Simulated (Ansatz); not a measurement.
# Work function of Ag(100): what the settings cost and change

Aim: the work function of Ag(100) across levels of theory at one geometry.

Program: Ansatz 0.2.0. Level of theory: plane-wave DFT, PBE, Ansatz PAW, in the first sound run; inputs show where later runs differ. Results are calculated unless marked as measured.

**What experiment says.**

For Ag (clean (100) face, a compiled value), “Anisotropic work function of elemental crystals” (2019, arxiv:1902.07811) quotes earlier work: work function (clean (100) face, a compiled value) 4.36 eV.

## (1) Starting point

The cell holds 7 atoms: 7 Ag. Cell: a = 2.892 Å, b = 2.892 Å, c = 30.270 Å, α = 90.0°, β = 90.0°, γ = 90.0°. Vacuum lies along c.

## (2) Slab, setting PBE, Ansatz PAW (420 eV)

A work function rests on the faint tail of the density, so the SCF threshold is tight. PBE on the default files comes first; the next runs keep the geometry and change functional or files, each at the cutoff that its files recommend; a relaxation and, for heavy metals, spin-orbit coupling close the ladder.

The input, input.yaml:

```yaml
crystal:
  lattice:
    - [2.8920667351, 0.0, 0.0]
    - [0.0, 2.8920667351, 0.0]
    - [0.0, 0.0, 30.27]
  atoms:
    - { symbol: Ag, position: [0.0, 0.0, 0.2973240833] }
    - { symbol: Ag, position: [0.5, 0.5, 0.3648827222] }
    - { symbol: Ag, position: [0.0, 0.0, 0.4324413611] }
    - { symbol: Ag, position: [0.5, 0.5, 0.5] }
    - { symbol: Ag, position: [0.0, 0.0, 0.5675586389] }
    - { symbol: Ag, position: [0.5, 0.5, 0.6351172778] }
    - { symbol: Ag, position: [0.0, 0.0, 0.7026759167] }
kpoints:
  mp_grid: { grid: [14, 14, 1] }
hamiltonian:
  xc: pbe
scf:
  occupations: { method: fermi_dirac, width: 0.1 }
  convergence: { dr2_threshold: 1.0e-09 }
efield:
  axis: 3
  dipole_correction: true
  ramp_position: 0.97
  ramp_width: 0.06
output:
  write_potential: true
  write_density: true
  volumetric_format: npy
  elf: true
```

The run is started by

```sh
> ansatz run input.yaml --threads 4 --pin off --max-ram 6144MiB --backend cpu --events-out ev --progress --plain --runs-dir out
```

Numbers of over 12 decimals in the logs are rounded to 6 here.

What it wrote:

```text
Engine: ansatz 0.2.0, aarch64-unknown-linux-gnu
Pseudopotentials: kind: paw
Pseudopotential: Ag, paw, valence charge 19, recommended cutoff 420 eV (normal), Ag.paw.azcp
Functional definition: PBE
  parameter kappa = 0.804
  parameter beta = 0.066725
  exchange = pbe_x(kappa = kappa, mu = beta*pi^2/3)
  correlation = pbe_c(beta = beta)
Crystal: 7 atoms, lattice volume = 253.180 Å³
Basis set: ecut = 420 eV, 4929 PW (Γ)
Bands: 80, of which v1, the nominal top of the filled ones, is band 67 counted from 1 (66 counted from 0)
Symmetry: 8 space group operations
k-points: 36 of 196
Non-local potential: Ag, projectors of the file, l = 0: 3, l = 1: 2, l = 2: 2, l = 3: 1
PAW form: soft (Blöchl's): semilocal exchange-correlation on the pseudo side does not see the compensation charge
PAW one-centre angular grid: Ag, 590 points (default); XC on 64 Gauss nodes
Initial density: superposition of atomic densities (neutral atoms: chi_scale 0, normalization atom), corrected by the library's trained network
Initial wavefunctions: pseudopotential atomic-orbital guess
Functional: x = pbe(κ = 0.804, μ = 0.219515), c = pbe(β = 0.066725)
SCF iter   1: F=—  HF=-53132.991480 eV  |F-HF|=—  |Δ(HF+E_count)|=         —  Δρ=1.23e-3  dr2=8.25e-2  ethr=1.77e-3  p=0.000 e·Å  D=1.39e-13 V/Å  ΔV_dip=-0.00 eV  dr2_dipole=3.15e-10  V_vac-E_F(+/−)=4.16/4.16 eV  ⟨swp⟩=7.1  Hψ=11411  notcnv=0  defer=62
efield: sawtooth ramp at fractional position 0.9700 (set: `efield.ramp_position`, or a place that a band, a saddle search or an elastic batch's reference lends), width 0.0600; the density the first Hamiltonian is built on has a dipole p = 0.000 e·Å; the dipole correction subtracts the counter field D = 1.39e-13 V/Å, which shifts the + side's vacuum level by -0.00 eV against the − side's; the planar-averaged density in the ramp window peaks in size at 4.4e-6 e/Å³
preconditioner: auto → LDOS  [metal: Δε(μ)=0.059 eV  Ē_g=9.464 eV  σ=0.100 eV  W_gap=0.15  n_scr=66 (ndim 8)  ℏωp=20.5 eV  f_vac=0.495  D(μ)=2.14/eV (n_scr^D=10)  β→1.0]
SCF iter   2: F=—  HF=-53132.994043 eV  |F-HF|=—  |Δ(HF+E_count)|=   2.56e-3  Δρ=7.95e-4  dr2=1.91e-3  ethr=6.20e-5  p=0.000 e·Å  D=3.67e-6 V/Å  ΔV_dip=-0.00 eV  dr2_dipole=2.34e-12  V_vac-E_F(+/−)=4.29/4.29 eV  ⟨swp⟩=2.2  Hψ=4882  notcnv=0  defer=109
SCF iter   3: F=—  HF=-53132.994027 eV  |F-HF|=—  |Δ(HF+E_count)|=   1.60e-5  Δρ=7.08e-4  dr2=1.43e-3  ethr=1.44e-6  p=-0.000 e·Å  D=-1.59e-6 V/Å  ΔV_dip=0.00 eV  dr2_dipole=3.29e-11  V_vac-E_F(+/−)=4.29/4.29 eV  ⟨swp⟩=2.3  Hψ=5184  notcnv=0  defer=109
SCF iter   4: F=—  HF=-53132.993751 eV  |F-HF|=—  |Δ(HF+E_count)|=   2.76e-4  Δρ=1.84e-4  dr2=1.92e-4  ethr=1.07e-6  p=-0.000 e·Å  D=-9.41e-7 V/Å  ΔV_dip=0.00 eV  dr2_dipole=1.81e-13  V_vac-E_F(+/−)=4.29/4.29 eV  ⟨swp⟩=2.0  Hψ=3962  notcnv=0  defer=109
SCF iter   5: F=—  HF=-53132.993723 eV  |F-HF|=—  |Δ(HF+E_count)|=   2.81e-5  Δρ=5.25e-5  dr2=1.02e-5  ethr=1.45e-7  p=-0.000 e·Å  D=-3.63e-7 V/Å  ΔV_dip=0.00 eV  dr2_dipole=7.51e-12  V_vac-E_F(+/−)=4.29/4.29 eV  ⟨swp⟩=2.1  Hψ=3995  notcnv=0  defer=109
SCF iter   6: F=—  HF=-53132.993673 eV  |F-HF|=—  |Δ(HF+E_count)|=   5.04e-5  Δρ=9.36e-6  dr2=3.26e-7  ethr=7.64e-9  p=-0.000 e·Å  D=-1.05e-7 V/Å  ΔV_dip=0.00 eV  dr2_dipole=3.74e-12  V_vac-E_F(+/−)=4.30/4.30 eV  ⟨swp⟩=2.1  Hψ=4666  notcnv=0  defer=109
SCF iter   7: F=—  HF=-53132.993673 eV  |F-HF|=—  |Δ(HF+E_count)|=   2.13e-8  Δρ=2.53e-6  dr2=1.45e-8  ethr=2.45e-10  p=-0.000 e·Å  D=-4.50e-8 V/Å  ΔV_dip=0.00 eV  dr2_dipole=7.88e-13  V_vac-E_F(+/−)=4.30/4.30 eV  ⟨swp⟩=2.2  Hψ=4854  notcnv=0  defer=109
SCF iter   8: F=—  HF=-53132.993673 eV  |F-HF|=—  |Δ(HF+E_count)|=   8.08e-9  Δρ=1.06e-6  dr2=2.62e-9  ethr=1.09e-11  p=-0.000 e·Å  D=-1.11e-8 V/Å  ΔV_dip=0.00 eV  dr2_dipole=6.84e-13  V_vac-E_F(+/−)=4.30/4.30 eV  ⟨swp⟩=2.4  Hψ=5507  notcnv=0  defer=109
SCF iter   9: F=-53132.993673 eV  HF=-53132.993673 eV  |F-HF|=5.82e-11  |Δ(HF+E_count)|=  2.11e-10  Δρ=2.82e-7  dr2=1.48e-10  ethr=1.00e-12  p=-0.000 e·Å  D=-5.50e-9 V/Å  ΔV_dip=0.00 eV  dr2_dipole=7.65e-14  V_vac-E_F(+/−)=4.30/4.30 eV  ⟨swp⟩=12.0  Hψ=10090  notcnv=0
SCF 1 converged in 9 iterations: F = -53132.993673 eV  dr2 = 1.48e-10
  greatest PAW one-centre occupation: 1.000 electrons in one spin orbital (limit 2), on the Ag atom at site 3 (counted from 0), in its partial waves of l = 0
WARN: The output density's exchange-correlation potential varies sharply where the density is thin. Do not read a vacuum level from v_tot or v_xc, or from such a field of the output density. On a cell that repeats whose density bears no net charge and no dipole along the vacuum's axis use v_es (v_loc + v_h of the components); under efield.dipole_correction with no amplitude use v_es + v_field, which holds any externa [...]
SCF converged after 9 iterations
Free energy (F): -53132.993673 eV
Harris-Foulkes:  -53132.993673 eV  (|F-HF|=5.82e-11)
Internal energy: -53132.926323 eV  (E = F + TS)
E sigma→0 (E₀):  -53132.959998 eV
Entropy (-TS):   -0.067350 eV (-9.621 meV/atom)
Fermi energy:    5.936838 eV
Dipole field:    D = -0.000000 V/Å  (p = -0.000000 e·Å, saw-weighted, corrected)
Work function:   Φ+ = 4.2958 eV   Φ− = 4.2958 eV
Levels:          The Fermi level and band energies are counted from a zero that moves with the ramp; work functions are not
--- Per-component energies (eV) ---
  E_band       = -3145.261572
  E_kinetic    = 3691.824791
  E_local      = -287141.413605  (includes V_loc(G=0)·N_el)
  E_nonlocal   = 560.720895
  E_hartree    = 142134.491075
  E_xc         = -1293.144294
  E_vxc        = -1642.902516  (∫ρ·V_xc dr)
  E_paw        = -27315.125821  (= ΣΔE_a)
  E_vpaw       = -2882.475825  (= ΣTr[D̂ρ^β])
  E_aug_tail   = 0.002286  (compensation charges beyond the density's cutoff)
  E_efield     = 0.000000  (sawtooth field / dipole correction)
  E_vefield    = 0.000000  (∫n·V_field dr)
  E_ewald      = 116229.718348
  E_smearing   = -0.067350  (= −TS)
  E_closure    = -0.000000  (closes the sum)
  Σ components = -53132.993673   (vs F -53132.993673, Δ=0.00e0)
--- Band table (eV; the first three rows and the last of 36) ---
  k-point 0: bands = [... 63 lower, 2.9590, 2.9810, 3.1331, 3.1331, 3.4731, 5.0530, 6.5557, 7.3699, ... 9 higher]
  k-point 1: bands = [... 63 lower, 2.9368, 2.9814, 3.0051, 3.1336, 3.7341, 5.2558, 6.7427, 7.6041, ... 9 higher]
  k-point 2: bands = [... 63 lower, 2.9189, 3.0554, 3.0627, 3.1080, 4.2195, 5.7469, 7.2426, 8.2253, ... 9 higher]
  k-point 35: bands = [... 63 lower, 7.9077, 7.9077, 8.8721, 8.8721, 10.1795, 10.1795, 11.6605, 11.6605, ... 9 higher]
```

The job ended after 51 s (4 threads of Arm Neoverse N1, shared host; peak memory 1.1 GiB).

This step gave:

| Quantity | Value |
| --- | --- |
| energy at zero smearing | -53132.9600 eV |
| work function, upper face | 4.296 eV |

Running mean over 2.045 Å of the planar mean; the ramp of the sawtooth is left out. The electron's electrostatic potential energy less the Fermi level by z:

```
z (Å)  electron's electrostatic potential energy less the Fermi level (eV)
    4                                                                 4.30
    5                                                                 4.29
    6                                                                 4.25
    7                                                                 3.69
    8                                                                -1.20
    9                                                                -5.63
   10                                                                -5.97
   11                                                                -6.04
   12                                                                -6.03
   13                                                                -6.02
   14                                                                -6.02
   15                                                                -6.03
   16                                                                -6.03
   17                                                                -6.02
   18                                                                -6.02
   19                                                                -6.05
   20                                                                -5.99
   21                                                                -5.83
   22                                                                -3.01
   23                                                                 3.01
   24                                                                 4.20
   25                                                                 4.29
   26                                                                 4.30
   27                                                                 4.30
```

Valence density in the ca plane at fractional y = 0.000, with atoms of Ag within 0.2 Å of it. It is the smooth field of the valence electrons, not physical close to the nuclei.

Ten steps, logarithmic in the rise over the least value, from '0' (0 e/Å³) to '9' (19 e/Å³), each cell a mean:
```
11001268985210012589862100114799731000000000
11111246763111111357642111112566520000000000
11111123321111111123321111111233210000000000
11111111111111111111111111111111100000000000
11111112221111111122211111111122100000000000
11111134542111111245431111112355310000000000
11111257874111111478852111113688631000000000
11001369985210012589973100114899741000000000
```
Columns run along c (16.0 Å, from fractional 0.34 to 0.87 of the cell), rows up along a (2.9 Å). Atoms in or near the plane, at fractional coordinates: Ag at (0.43, 0.00), Ag at (0.57, 0.00), Ag at (0.70, 0.00).

ELF in the ca plane at fractional y = 0.000, with atoms of Ag within 0.2 Å of it. It is the smooth field of the valence electrons, not physical close to the nuclei.

Ten even steps from '0' (0.00) to '9' (0.82), each cell a mean:
```
21112258974221122478852211123688632110000000
21122235653222222356532221122466421100000000
22122222322222222223222221222233221100000000
22122222222222222222222221222222211100000000
22122222222222222222222221222222221100000000
22122224442222222234422221222344321100000000
21112247764222222467752211123577532100000000
21112368985211112589863211124799742110000000
```
Columns run along c (16.0 Å, from fractional 0.34 to 0.87 of the cell), rows up along a (2.9 Å). Atoms in or near the plane, at fractional coordinates: Ag at (0.43, 0.00), Ag at (0.57, 0.00), Ag at (0.70, 0.00).

Electrostatic potential energy in the ca plane at fractional y = 0.000, with atoms of Ag within 0.2 Å of it. With pseudopotentials it is smooth inside the atoms' cores, unlike the true potential.

Ten even steps from '0' (-34 eV) to '9' (10 eV), each cell a mean:
```
99999730014899998410037999996200269999999999
99999853236999999632358999997422489999999999
99999987678999999876789999999877899999999999
99999999899999999998999999999988999999999999
99999998889999999988899999999888899999999999
99999975457999999854578999998644689999999999
99999841025899998520148999996311379999999999
89999720003899998400027999985100158999999999
```
Columns run along c (16.0 Å, from fractional 0.34 to 0.87 of the cell; values clipped at the 3rd and 97th percentile), rows up along a (2.9 Å). Atoms in or near the plane, at fractional coordinates: Ag at (0.43, 0.00), Ag at (0.57, 0.00), Ag at (0.70, 0.00).

The work function is 4.296 eV.

## (3) Run

This step: plane-wave DFT, LDA, Ansatz PAW (Ansatz 0.2.0).

Changes to input.yaml since step 2:

```diff
@@ -16,3 +16,3 @@
 hamiltonian:
-  xc: pbe
+  xc: lda
 scf:
@@ -29,2 +29 @@
   volumetric_format: npy
-  elf: true
```

What it wrote:

```text
[...]
Crystal: 7 atoms, lattice volume = 253.180 Å³
Basis set: ecut = 420 eV, 4929 PW (Γ)
Bands: 80, of which v1, the nominal top of the filled ones, is band 67 counted from 1 (66 counted from 0)
Symmetry: 8 space group operations
k-points: 36 of 196
[...]
k-point 0: bands = [... 63 lower, 2.6229, 2.6442, 2.7919, 2.7919, 3.0299, 4.6041, 6.1276, 6.9364, ... 9 higher]
  k-point 1: bands = [... 63 lower, 2.5998, 2.6337, 2.6652, 2.7929, 3.3059, 4.8132, 6.3178, 7.1755, ... 9 higher]
  k-point 2: bands = [... 63 lower, 2.5792, 2.6747, 2.7162, 2.7671, 3.7950, 5.3122, 6.8241, 7.8085, ... 9 higher]
  k-point 35: bands = [... 63 lower, 7.4379, 7.4379, 8.4090, 8.4090, 9.7193, 9.7193, 11.1994, 11.1994, ... 9 higher]
[key lines of the parts left out:]
SCF converged after 10 iterations
Free energy (F): -52205.520496 eV
Fermi energy:    5.501366 eV
Dipole field:    D = -0.000000 V/Å  (p = -0.000000 e·Å, saw-weighted, corrected)
Work function:   Φ+ = 4.7186 eV   Φ− = 4.7186 eV
```

The job ended after 63 s (4 threads; peak memory 1.1 GiB; 3.1 min of CPU time).

The work function is 4.719 eV, +0.423 eV from the run “PBE, Ansatz PAW (420 eV)”, at 1.1 times its CPU time.

## (4) Slab

This step: plane-wave DFT, PBEsol, Ansatz PAW (Ansatz 0.2.0).

Changes to input.yaml since step 3:

```diff
@@ -16,3 +16,3 @@
 hamiltonian:
-  xc: lda
+  xc: pbesol
 scf:
```

What it wrote:

```text
[...]
Crystal: 7 atoms, lattice volume = 253.180 Å³
Basis set: ecut = 420 eV, 4929 PW (Γ)
Bands: 80, of which v1, the nominal top of the filled ones, is band 67 counted from 1 (66 counted from 0)
Symmetry: 8 space group operations
k-points: 36 of 196
[...]
k-point 0: bands = [... 63 lower, 2.8633, 2.8872, 3.0394, 3.0394, 3.3029, 4.8804, 6.3983, 7.2007, ... 9 higher]
  k-point 1: bands = [... 63 lower, 2.8414, 2.8807, 2.9103, 3.0400, 3.5758, 5.0883, 6.5879, 7.4390, ... 9 higher]
  k-point 2: bands = [... 63 lower, 2.8242, 2.9323, 2.9611, 3.0145, 4.0642, 5.5857, 7.0930, 8.0699, ... 9 higher]
  k-point 35: bands = [... 63 lower, 7.7046, 7.7046, 8.6752, 8.6752, 9.9879, 9.9879, 11.4720, 11.4720, ... 9 higher]
[key lines of the parts left out:]
SCF converged after 9 iterations
Free energy (F): -52654.549119 eV
Fermi energy:    5.767649 eV
Dipole field:    D = -0.000000 V/Å  (p = -0.000000 e·Å, saw-weighted, corrected)
Work function:   Φ+ = 4.4202 eV   Φ− = 4.4202 eV
```

It took 58 s on 4 threads; peak memory 1.1 GiB; 3 min of CPU time.

The work function is 4.420 eV, +0.124 eV from the run “PBE, Ansatz PAW (420 eV)”, at 1.0 times its CPU time.

## (5) Slab

This step: plane-wave DFT, RPBE, Ansatz PAW (Ansatz 0.2.0).

Changes to input.yaml since step 4:

```diff
@@ -16,3 +16,3 @@
 hamiltonian:
-  xc: pbesol
+  xc: rpbe
 scf:
```

What it wrote:

```text
[...]
Crystal: 7 atoms, lattice volume = 253.180 Å³
Basis set: ecut = 420 eV, 4929 PW (Γ)
Bands: 80, of which v1, the nominal top of the filled ones, is band 67 counted from 1 (66 counted from 0)
Symmetry: 8 space group operations
k-points: 36 of 196
[...]
k-point 0: bands = [... 63 lower, 3.0891, 3.1131, 3.2685, 3.2685, 3.6575, 5.2440, 6.7387, 7.5494, ... 9 higher]
  k-point 1: bands = [... 63 lower, 3.0680, 3.1192, 3.1388, 3.2687, 3.9127, 5.4441, 6.9234, 7.7800, ... 9 higher]
  k-point 2: bands = [... 63 lower, 3.0526, 3.1889, 3.2214, 3.2433, 4.3969, 5.9315, 7.4183, 8.3919, ... 9 higher]
  k-point 35: bands = [... 63 lower, 8.1042, 8.1042, 9.0649, 9.0649, 10.3713, 10.3713, 11.8537, 11.8537, ... 9 higher]
[key lines of the parts left out:]
SCF converged after 10 iterations
Free energy (F): -53188.968813 eV
Fermi energy:    6.117726 eV
Dipole field:    D = 0.000000 V/Å  (p = 0.000000 e·Å, saw-weighted, corrected)
Work function:   Φ+ = 4.0942 eV   Φ− = 4.0942 eV
```

Elapsed: 59 s, on 4 threads; peak memory 1.1 GiB; 3 min of CPU time.

The work function is 4.094 eV, -0.202 eV from the run “PBE, Ansatz PAW (420 eV)”, at 1.1 times its CPU time.

## (6) Slab

This step: plane-wave DFT, r2SCAN, Ansatz PAW (Ansatz 0.2.0).

Changes to input.yaml since step 5:

```diff
@@ -16,3 +16,3 @@
 hamiltonian:
-  xc: rpbe
+  xc: r2scan
 scf:
```

What it wrote:

```text
[...]
Crystal: 7 atoms, lattice volume = 253.180 Å³
Basis set: ecut = 500 eV, 6495 PW (Γ), exchange–correlation on 96×96×900 points (64 copies of the dense FFT grid, shifted against one another)
Bands: 80, of which v1, the nominal top of the filled ones, is band 67 counted from 1 (66 counted from 0)
Symmetry: 8 space group operations
k-points: 36 of 196
[...]
k-point 0: bands = [... 63 lower, 2.6236, 2.6454, 2.8101, 2.8101, 3.4063, 5.0679, 6.6191, 7.4860, ... 9 higher]
  k-point 1: bands = [... 63 lower, 2.6014, 2.6733, 2.6767, 2.8096, 3.6493, 5.2661, 6.8059, 7.7191, ... 9 higher]
  k-point 2: bands = [... 63 lower, 2.5867, 2.7273, 2.7829, 2.8658, 4.1442, 5.7600, 7.3103, 8.3431, ... 9 higher]
  k-point 35: bands = [... 63 lower, 8.0814, 8.0814, 9.0622, 9.0622, 10.3972, 10.3972, 11.9172, 11.9172, ... 9 higher]
[key lines of the parts left out:]
SCF converged after 13 iterations
Free energy (F): -53226.581804 eV
Fermi energy:    5.957647 eV
Dipole field:    D = 0.000005 V/Å  (p = 0.000006 e·Å, saw-weighted, corrected)
Work function:   Φ+ = 4.2487 eV   Φ− = 4.2488 eV
```

Run time: 2.6 min. Hardware: 4 threads; peak memory 1.7 GiB.

The work function is 4.249 eV, -0.047 eV from the run “PBE, Ansatz PAW (420 eV)”, at 3.0 times its CPU time.

## (7) Slab

This step: plane-wave DFT, PBE, JTH PAW (Ansatz 0.2.0).

Changes to input.yaml since step 6:

```diff
@@ -16,3 +16,4 @@
 hamiltonian:
-  xc: r2scan
+  xc: pbe
+  pseudopotentials: { kind: paw, source: jth }
 scf:
```

What it wrote:

```text
[...]
k-point 0: bands = [... 35 lower, 1.0753, 1.0963, 1.2467, 1.2467, 1.6134, 3.1956, 4.7009, 5.5253, ... 4 higher]
  k-point 1: bands = [... 35 lower, 1.0529, 1.0982, 1.1202, 1.2472, 1.8700, 3.3962, 4.8868, 5.7576, ... 4 higher]
  k-point 2: bands = [... 35 lower, 1.0344, 1.1700, 1.1896, 1.2218, 2.3534, 3.8845, 5.3843, 6.3746, ... 4 higher]
  k-point 35: bands = [... 35 lower, 6.0705, 6.0705, 7.0298, 7.0298, 8.3324, 8.3324, 9.8133, 9.8133, ... 4 higher]
[key lines of the parts left out:]
SCF converged after 11 iterations
Free energy (F): -33842.698538 eV
Fermi energy:    4.075037 eV
Dipole field:    D = -0.000000 V/Å  (p = -0.000000 e·Å, saw-weighted, corrected)
Work function:   Φ+ = 4.2931 eV   Φ− = 4.2931 eV
```

Elapsed: 3.2 min, on 4 threads; peak memory 3.3 GiB; 11 min of CPU time.

The work function is 4.293 eV, -0.003 eV from the run “PBE, Ansatz PAW (420 eV)”, at 3.8 times its CPU time.

(Continued in part 2 of 2.)

[Logs are printed without paths, hosts, clocks, repeated set-up lines and the standing remarks that a program may print on its own settings, such as how far it seeks lower states.]

[Hosts, paths, dates, database ids (printed as entryN), source tags and the programs' standing remarks are cut or masked in the printed files.]

[Maps of the electrostatic potential energy from Ansatz leave out the sawtooth potential of an applied field or a dipole correction, so their vacuum need not be flat; planar profiles and work functions include it.]
